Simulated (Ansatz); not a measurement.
## Where La_Ga puts its levels in the gap of GaN (F-43m)

Aim: at which Fermi levels does La_Ga in GaN (F-43m) change its charge? The model is a cell of 54 host atoms with 1 Ga taken out and 1 La put in.

Method: place-levels on r2SCAN runs: charge-transition levels and formation energies with image-charge correction and potential alignment at the atomic sites; PAW set soft_1, in Ansatz 0.2.0.

### Step 1. Set-up

The cell holds 54 atoms: 26 Ga, 27 N and 1 La. Cell: a = 9.542 Å, b = 9.542 Å, c = 9.542 Å, α = 60.0°, β = 60.0°, γ = 60.0°. It derives from GaN (space group F-43m). Nearest the centre at fractional (0.333, 0.667, 0.667): La35 at 0.00 Å, N30 at 1.95 Å, N18 at 1.95 Å, N34 at 1.95 Å, N36 at 1.95 Å, Ga33 at 3.18 Å, Ga17 at 3.18 Å, Ga29 at 3.18 Å.

Coordinates:

```xyz
54
Lattice="0.0000 6.7473 6.7473 6.7473 0.0000 6.7473 6.7473 6.7473 0.0000" Properties=species:S:1:pos:R:3 pbc="T T T"
Ga    0.0000    0.0000    0.0000
N     1.1245    1.1245    1.1245
Ga    2.2491    2.2491    0.0000
N     3.3736    3.3736    1.1245
Ga    4.4982    4.4982    0.0000
N     5.6227    5.6227    1.1245
Ga    2.2491    0.0000    2.2491
N     3.3736    1.1245    3.3736
Ga    4.4982    2.2491    2.2491
N     5.6227    3.3736    3.3736
Ga    6.7473    4.4982    2.2491
N     7.8718    5.6227    3.3736
Ga    4.4982    0.0000    4.4982
N     5.6227    1.1245    5.6227
Ga    6.7473    2.2491    4.4982
N     7.8718    3.3736    5.6227
Ga    8.9964    4.4982    4.4982
N    10.1209    5.6227    5.6227
Ga    0.0000    2.2491    2.2491
N     1.1245    3.3736    3.3736
Ga    2.2491    4.4982    2.2491
N     3.3736    5.6227    3.3736
Ga    4.4982    6.7473    2.2491
N     5.6227    7.8718    3.3736
Ga    2.2491    2.2491    4.4982
N     3.3736    3.3736    5.6227
Ga    4.4982    4.4982    4.4982
N     5.6227    5.6227    5.6227
Ga    6.7473    6.7473    4.4982
N     7.8718    7.8718    5.6227
Ga    4.4982    2.2491    6.7473
N     5.6227    3.3736    7.8718
Ga    6.7473    4.4982    6.7473
N     7.8718    5.6227    7.8718
La    8.9964    6.7473    6.7473
N    10.1209    7.8718    7.8718
Ga    0.0000    4.4982    4.4982
N     1.1245    5.6227    5.6227
Ga    2.2491    6.7473    4.4982
N     3.3736    7.8718    5.6227
Ga    4.4982    8.9964    4.4982
N     5.6227   10.1209    5.6227
Ga    2.2491    4.4982    6.7473
N     3.3736    5.6227    7.8718
Ga    4.4982    6.7473    6.7473
N     5.6227    7.8718    7.8718
Ga    6.7473    8.9964    6.7473
N     7.8718   10.1209    7.8718
Ga    4.4982    4.4982    8.9964
N     5.6227    5.6227   10.1209
Ga    6.7473    6.7473    8.9964
N     7.8718    7.8718   10.1209
Ga    8.9964    8.9964    8.9964
N    10.1209   10.1209   10.1209
```

The host's dielectric constants go in as inputs: 6.00 for the electrons alone, 10.56 with the ions, computed on the host (DFPT, PBEsol, on the r2SCAN cell), and a cell off the functional's own equilibrium shifts the ionic part.

The cell's shortest repeat is 9.5 Å.

### Step 2. Charge states

Levels follow from differences of total energies between charge states, each relaxed by itself.

Random displacements of about 0.05 Å break the site symmetry at the start, so that the relaxation can reach a distorted minimum if there is one. Forces are taken on a 2×2×2 shifted mesh. The cell holds 1 electron more than the neutral one, with a uniform background that keeps it neutral on the whole. The electron count is odd, so at least one spin is unpaired; this run locks the moment at 1 μB.

The sampling was tested on the host first: at the k-points planned (1x1x1 shifted 0.25 0.25 0.25) its energy lies 0.067 eV an atom from the dense-mesh value, so the final energies take a denser sampling.

One state's input; the others differ in charge, spin, start and seed, and in occupations where the table says so.

The input, qm1_M1.relax/input.yaml:

```yaml
crystal:
  lattice:
    - [0.0, 6.74729083, 6.74729083]
    - [6.74729083, 0.0, 6.74729083]
    - [6.74729083, 6.74729083, 0.0]
  atoms:
    - { symbol: Ga, position: [0.0, 0.0, 0.0] }
    - { symbol: "N", position: [0.08333333, 0.08333333, 0.08333333] }
    - { symbol: Ga, position: [0.0, 0.0, 0.33333333] }
    - { symbol: "N", position: [0.08333333, 0.08333333, 0.41666667] }
    - { symbol: Ga, position: [0.0, 0.0, 0.66666667] }
    - { symbol: "N", position: [0.08333333, 0.08333333, 0.75] }
    - { symbol: Ga, position: [0.0, 0.33333333, 0.0] }
    - { symbol: "N", position: [0.08333333, 0.41666667, 0.08333333] }
    - { symbol: Ga, position: [0.0, 0.33333333, 0.33333333] }
    - { symbol: "N", position: [0.08333333, 0.41666667, 0.41666667] }
    - { symbol: Ga, position: [0.0, 0.33333333, 0.66666667] }
    - { symbol: "N", position: [0.08333333, 0.41666667, 0.75] }
    - { symbol: Ga, position: [0.0, 0.66666667, 0.0] }
    - { symbol: "N", position: [0.08333333, 0.75, 0.08333333] }
    - { symbol: Ga, position: [0.0, 0.66666667, 0.33333333] }
    - { symbol: "N", position: [0.08333333, 0.75, 0.41666667] }
    - { symbol: Ga, position: [0.0, 0.66666667, 0.66666667] }
    - { symbol: "N", position: [0.08333333, 0.75, 0.75] }
    - { symbol: Ga, position: [0.33333333, 0.0, 0.0] }
    - { symbol: "N", position: [0.41666667, 0.08333333, 0.08333333] }
    - { symbol: Ga, position: [0.33333333, 0.0, 0.33333333] }
    - { symbol: "N", position: [0.41666667, 0.08333333, 0.41666667] }
    - { symbol: Ga, position: [0.33333333, 0.0, 0.66666667] }
    - { symbol: "N", position: [0.41666667, 0.08333333, 0.75] }
    - { symbol: Ga, position: [0.33333333, 0.33333333, 0.0] }
    - { symbol: "N", position: [0.41666667, 0.41666667, 0.08333333] }
    - { symbol: Ga, position: [0.33333333, 0.33333333, 0.33333333] }
    - { symbol: "N", position: [0.41666667, 0.41666667, 0.41666667] }
    - { symbol: Ga, position: [0.33333333, 0.33333333, 0.66666667] }
    - { symbol: "N", position: [0.41666667, 0.41666667, 0.75] }
    - { symbol: Ga, position: [0.33333333, 0.66666667, 0.0] }
    - { symbol: "N", position: [0.41666667, 0.75, 0.08333333] }
    - { symbol: Ga, position: [0.33333333, 0.66666667, 0.33333333] }
    - { symbol: "N", position: [0.41666667, 0.75, 0.41666667] }
    - { symbol: La, position: [0.33333333, 0.66666667, 0.66666667] }
    - { symbol: "N", position: [0.41666667, 0.75, 0.75] }
    - { symbol: Ga, position: [0.66666667, 0.0, 0.0] }
    - { symbol: "N", position: [0.75, 0.08333333, 0.08333333] }
    - { symbol: Ga, position: [0.66666667, 0.0, 0.33333333] }
    - { symbol: "N", position: [0.75, 0.08333333, 0.41666667] }
    - { symbol: Ga, position: [0.66666667, 0.0, 0.66666667] }
    - { symbol: "N", position: [0.75, 0.08333333, 0.75] }
    - { symbol: Ga, position: [0.66666667, 0.33333333, 0.0] }
    - { symbol: "N", position: [0.75, 0.41666667, 0.08333333] }
    - { symbol: Ga, position: [0.66666667, 0.33333333, 0.33333333] }
    - { symbol: "N", position: [0.75, 0.41666667, 0.41666667] }
    - { symbol: Ga, position: [0.66666667, 0.33333333, 0.66666667] }
    - { symbol: "N", position: [0.75, 0.41666667, 0.75] }
    - { symbol: Ga, position: [0.66666667, 0.66666667, 0.0] }
    - { symbol: "N", position: [0.75, 0.75, 0.08333333] }
    - { symbol: Ga, position: [0.66666667, 0.66666667, 0.33333333] }
    - { symbol: "N", position: [0.75, 0.75, 0.41666667] }
    - { symbol: Ga, position: [0.66666667, 0.66666667, 0.66666667] }
    - { symbol: "N", position: [0.75, 0.75, 0.75] }
  host:
    repeats: [3, 3, 3]
    atoms:
      - { symbol: Ga, position: [0.0, 0.0, 0.0] }
      - { symbol: "N", position: [0.25, 0.25, 0.25] }
total_charge: -1
basis:
  ecutwfc: 500
  xc_grid: 2
hamiltonian:
  xc: r2scan
  pseudopotentials: { kind: paw, azcp: { folder: soft_1 } }
kpoints:
  mp_grid: { grid: [2, 2, 2], shift: [0.5, 0.5, 0.5] }
magnetization:
  spin_polarized: true
  initial_magnetization: 1
  spin_locking: { lock_magnetization: hard }
scf:
  occupations: { method: fixed }
  max_iter: 100
output:
  forces: true
  charged_corrections:
    epsilon: 6.0
    static_epsilon: 10.56
    defect_position: [0.333333, 0.666667, 0.666667]
relax:
  f_tol: 0.02
  max_steps: 80
  random_displacement: { amplitude: 0.05, seed: 2884 }
checkpoint:
  write: "../qm1_M1.relax.run"
  compress: false
  write_wavefunctions: true
  write_every: 100000
```

Command:

```
$ ansatz run input.yaml --threads 4 --pin off --max-ram 7536MiB --backend cpu --events-out ev --progress --plain --runs-dir out
```

The run of this state that the levels use, under r2SCAN:

The input, qm1_M1.point/input.yaml:

```yaml
crystal:
  checkpoint: "../qm1_M1.relax.run"
  host: checkpoint
total_charge: -1
basis:
  ecutwfc: 500
  xc_grid: 2
hamiltonian:
  xc: r2scan
  pseudopotentials: { kind: paw, azcp: { folder: soft_1 } }
kpoints:
  mp_grid: { grid: [2, 2, 2], shift: [0.5, 0.5, 0.5] }
magnetization:
  spin_polarized: true
  initial_magnetization: 1
  spin_locking: { lock_magnetization: hard }
scf:
  occupations: { method: fixed }
  max_iter: 100
output:
  forces: true
  eigenvalues: true
  charged_corrections:
    epsilon: 6.0
    static_epsilon: 10.56
    defect_position: [0.333333, 0.666667, 0.666667]
  eigenstates: { localisation: true }
  populations: true
  efg: {}
  band_densities: [{ bands: [v1, v1] }, { bands: [c1, c1] }]
  write_density: true
  write_potential: true
  volumetric_format: npy
  elf: true
checkpoint:
  read: "../qm1_M1.relax.run"
  write: "../qm1_M1.point.run"
  compress: false
  write_wavefunctions: false
  write_every: 100000
```

Relaxations under r2SCAN at a 2×2×2 shifted mesh; times on 4 threads of AMD EPYC 9R14 (Zen 4), shared host:

| charge | moment (μB) | occupations | outcome | steps | largest displacement against the far atoms (Å) | time |
| --- | --- | --- | --- | --- | --- | --- |
| −1 | 1 | fixed | converged | 5 | 0.31 | 6.5 min |
| 0 | 0 | fixed | converged | 5 | 0.31 | 3 min |
| +1 | 1 | fixed | converged | 7 | 0.52 | 10 min |

Single points under r2SCAN at a 2×2×2 shifted mesh; times on 4 threads of AMD EPYC 9R14 (Zen 4), shared host:

| charge | moment (μB) | occupations | outcome | time |
| --- | --- | --- | --- | --- |
| −1 | 1 | fixed | converged | 69 s |
| 0 | 0 | fixed | converged | 31 s |
| +1 | 1 | fixed | converged | 78 s |

Distances (Å) from La35 to the nearest atoms after relaxation with r2SCAN:

| charge | moment (μB) | 1. | 2. | 3. | 4. | 5. | 6. |
| --- | --- | --- | --- | --- | --- | --- | --- |
| −1 | 1 | N 2.26 | N 2.26 | N 2.26 | N 2.26 | Ga 3.23 | Ga 3.23 |
| 0 | 0 | N 2.26 | N 2.26 | N 2.26 | N 2.26 | Ga 3.24 | Ga 3.24 |
| +1 | 1 | N 2.25 | N 2.25 | N 2.26 | N 2.26 | Ga 3.15 | Ga 3.16 |

### Step 3. Placing the levels, r2SCAN

A charged cell interacts with its images and the background, and its potential has another zero than the host's. place-levels removes the first by a point-charge model, screened by the static dielectric constant since the ions have relaxed around the charge, and the second by comparing potentials at atoms far from the defect.

The host is a run of the defect-free crystal in the same cutoffs, grids and k-points, so that basis and sampling errors cancel in part in the differences. The host is run in a cell of 2 atoms on a matching mesh. Its band edges are searched through the zone by a band path, so the gap is smaller than, or equal to, that on the mesh. Chemical potentials are energies per atom of Ga (alpha-Ga (Cmce)) and La (dhcp), run with the same functional and cutoff.

The input, levels.point.yaml:

```yaml
host:
  run: host.point.run
states: [qm1_M1.point.run, q0.point.run, qp1_M1.point.run]
geometry_from:
  qm1_M1.point.run: qm1_M1.relax.run
  q0.point.run: q0.relax.run
  qp1_M1.point.run: qp1_M1.relax.run
  host.point.run: host.relax.run
chemical_potentials:
  Ga:
    energy: -3790.270342
    dataset: <sha256 of the dataset>
  La:
    energy: -6264.872275
    dataset: "<sha256 of the dataset>"
epsilon: 6.0
static_epsilon: 10.56
vertical:
  - { from: qm1_M1.point.run, to: qm1_M1.point_neutral.run }
  - { from: qp1_M1.point.run, to: qp1_M1.point_neutral.run }
```

Command:

```
$ ansatz place-levels levels.point.yaml -- --threads 4 --pin off --max-ram 7536MiB
```

Numbers of over 12 decimals in the logs are rounded to 6 here.

The program printed:

```text
[... repeated set-up lines and file paths are left out, and long positions are rounded to six places ...]
(+1/0) 0.059 eV above the valence edge, 2.109 eV under the conduction edge
(0/-1) 2.202 eV above the valence edge (+3.624 eV without the band-filling correction), in the conduction band
formation energy of charge +1: +1.266 eV with the Fermi level at the valence edge
formation energy of charge 0: +1.325 eV with the Fermi level at the valence edge
formation energy of charge -1: +3.527 eV with the Fermi level at the valence edge
vertical -1 to 0: no energy, since no alignment is typed
  the change from vertical[0].from (qm1_M1.point.run) to vertical[0].to (qm1_M1.point_neutral.run): by its potential at epsilon 6 it stands at 0.198 0.531 0.531, with an rms radius of about 4.2 Å (2.4 2.4 2.4 Å across the planes of the cell's vectors); [...]
vertical +1 to 0: no energy, since no alignment is typed
  the change from vertical[1].from (qp1_M1.point.run) to vertical[1].to (qp1_M1.point_neutral.run): by its potential at epsilon 6 it stands at 0.418 0.492 0.752, with an rms radius of about 2.3 Å (0.6 2.2 0.6 Å across the planes of the cell's vectors); [...]
  edges by r2scan, gap 2.168 eV; the host is sampled to repeats of 19.08 Å
  the defect's cells are sampled to repeats of 19.08 Å, like sampling
  charge +1: -115244.9441 eV with its correction of +0.601 eV, at epsilon 10.56, aligned at sites: +0.3697 eV, mean over 19 atomic sites at or beyond 4.77 Å from the defect at [0.3333, 0.6667, 0.6667], with +0.000000 for the charge's moments and without [...]
  charge 0: +0.000 eV for its dipole among its images, +0.000 omitted
  charge -1: -115222.3612 eV with its correction of -0.266 eV, at epsilon 10.56, aligned at sites: +0.4980 eV, mean over 19 atomic sites at or beyond 4.77 Å from the defect at [0.3333, 0.6667, 0.6667], with +0.000000 for the charge's moments and without [...]
  of states[2] (qp1_M1.point.run): it parts from the run at its places by a charge that spreads by about 2.2 Å along one vector (1.3 Å or more is wide), by its potential at epsilon 6, taken for that of held ions (one typed too small widens it), where the cell [...]
  of states[1] (q0.point.run): its alignment with the host at atomic sites is doubtful: the mean over the far sites moves by +0.2115 eV from their farther parts to their nearer, more than 0.05 eV. [...]
  of states[0] (qm1_M1.point.run): it parts from the run at its places by a charge that spreads by about 2.4 Å along one vector (1.3 Å or more is wide), by its potential at epsilon 6, taken for that of held ions (one typed too small widens it), where the cell [...]
  of vertical[0].from (qm1_M1.point.run): stability_check_not_made; [...]
  of vertical[1].from (qp1_M1.point.run): stability_check_not_made; [...]
```

It took 0.39 s on 4 threads of AMD EPYC 9R14 (Zen 4), shared host.

Levels between the charges placed, in eV above the valence top:

|  | gap (eV) | (+1/0) | (0/−1) |
| --- | --- | --- | --- |
| r2SCAN | 2.17 | 0.06 | 2.20 |

Corrections by state:

| charge | moment (μB) | image terms and alignment (eV) | band filling (eV) | ε used | over the lowest of its charge, as the program ranks them, band filling apart (eV) |
| --- | --- | --- | --- | --- | --- |
| +1 | 1.0 | 0.601 | - | 10.56 | 0.000 |
| 0 | 0.0 | 0.000 | - | - | 0.000 |
| −1 | 1.0 | -0.266 | -1.422 | 10.56 | 0.000 |

The charged structures listed were also run neutral, and place-levels reads from each pair, by the potential or the spins, how wide the charge is by which they differ; that can be the carrier of either run.

| charge | rms radius (Å) | spread where it is widest against the cell (Å) | wide from (Å) | reading |
| --- | --- | --- | --- | --- |
| +1 | 2.3 | 2.16 | 1.35 | wide |
| −1 | 4.2 | 2.41 | 1.35 | wide |

The neutral runs of these pairs need not share the spin of the lowest neutral state, and very wide values only mean spread over the cell.

From the program's caveats on the states, each cut to its opening words:

- charge +1 (1 μB): it parts from the run at its places by a charge that spreads by about 2.2 Å along one vector (1.3 Å or more is wide), by its potential at epsilon 6, taken for [...]
- charge +1 (1 μB): its alignment with the host at atomic sites is doubtful: the mean over the far sites moves by +0.0588 eV from their farther parts to their nearer, more than [...]
- charge +1 (1 μB), −1 (1 μB): flagged: stability check not made
- charge 0: its alignment with the host at atomic sites is doubtful: the mean over the far sites moves by +0.2115 eV from their farther parts to their nearer, more than [...]
- charge −1 (1 μB): it parts from the run at its places by a charge that spreads by about 2.4 Å along one vector (1.3 Å or more is wide), by its potential at epsilon 6, taken for [...]
- charge −1 (1 μB): a band-filling correction moves a carrier to the host's band edge, which changes its energy by -1.422 eV
- charge −1 (1 μB): its alignment with the host at atomic sites is doubtful: the mean over the far sites moves by +0.1526 eV from their farther parts to their nearer, more than [...]

Formation energies (eV), elemental references (Δμ(Ga) = 0.00 eV, Δμ(La) = 0.00 eV):

| charge | Fermi level at the valence top | at the conduction bottom |
| --- | --- | --- |
| +1 | 1.27 | 3.43 |
| 0 | 1.33 | 1.33 |
| −1 | 3.53 | 1.36 |

### Step 4. What came out

| Property | Result |
| --- | --- |
| gap of the host | 2.17 eV (r2SCAN) |
| level (plus 1/0) | 0.06 eV above the valence top |
| level (0/minus 1) | 2.20 eV above the valence top, past the conduction bottom (3.62 eV above the valence top without the band-filling term) |
| lowest of the charges placed, just above the valence top (0.02 eV) | +1 |
| lowest of the charges placed, just below the conduction bottom (0.02 eV) | 0 |
| lowest formation energy at mid-gap of the charges run, elemental references | 1.33 eV |

Of the charges placed (−1, 0 and +1), the lowest changes at 0.06 eV (+1/0) above the valence top, in a gap of 2.17 eV. (+1/0) lies nearer to a band edge than the share of the finite-size correction in it (0.60 eV), and that correction holds for a localised charge alone. (+1/0) lies 0.06 eV from a band edge, less than the doubt on such levels. Charges above +1 were not placed, so these runs say nothing of levels that involve them. States placed: +1 at 1 μB; 0 at 0 μB; −1 at 1 μB. Other spin states or structures, where not listed, weren't placed. The program finds carriers beyond a band edge of the host and adds a band-filling term at charge −1 (-1.42 eV); steps to such a charge show no bound level, and a defect level inside a band would be read the same way. La is taken at its element; compounds, which aren't counted here, bound the chemical potentials and would shift these formation energies. The program doubts the alignment of potentials for at least one state, a sign that the cell is small. What this leaves open: r2SCAN makes the gap too small and tends to spread out bound carriers; where a gas molecule sets a chemical potential or the host's formation energy, its binding is uncorrected; spin–orbit coupling, which can matter with heavy atoms, is left out.

[Logs are printed without paths, hosts, clocks, repeated set-up lines and the standing remarks that a program may print on its own settings, such as how far it seeks lower states.]

[Hosts, paths, dates, database ids (printed as entryN), source tags and the programs' standing remarks are cut or masked in the printed files.]

[Where a table of states has a column of steps, it counts the stored structures, which are thinned; the runs took as many ionic steps or more.]

[A defect's name tells the site on which it was built; relaxed atoms can leave that site.]

[For some hosts the program warned that the k-mesh of the response run may be too coarse for force constants and the static dielectric constant; such warnings are not shown here.]
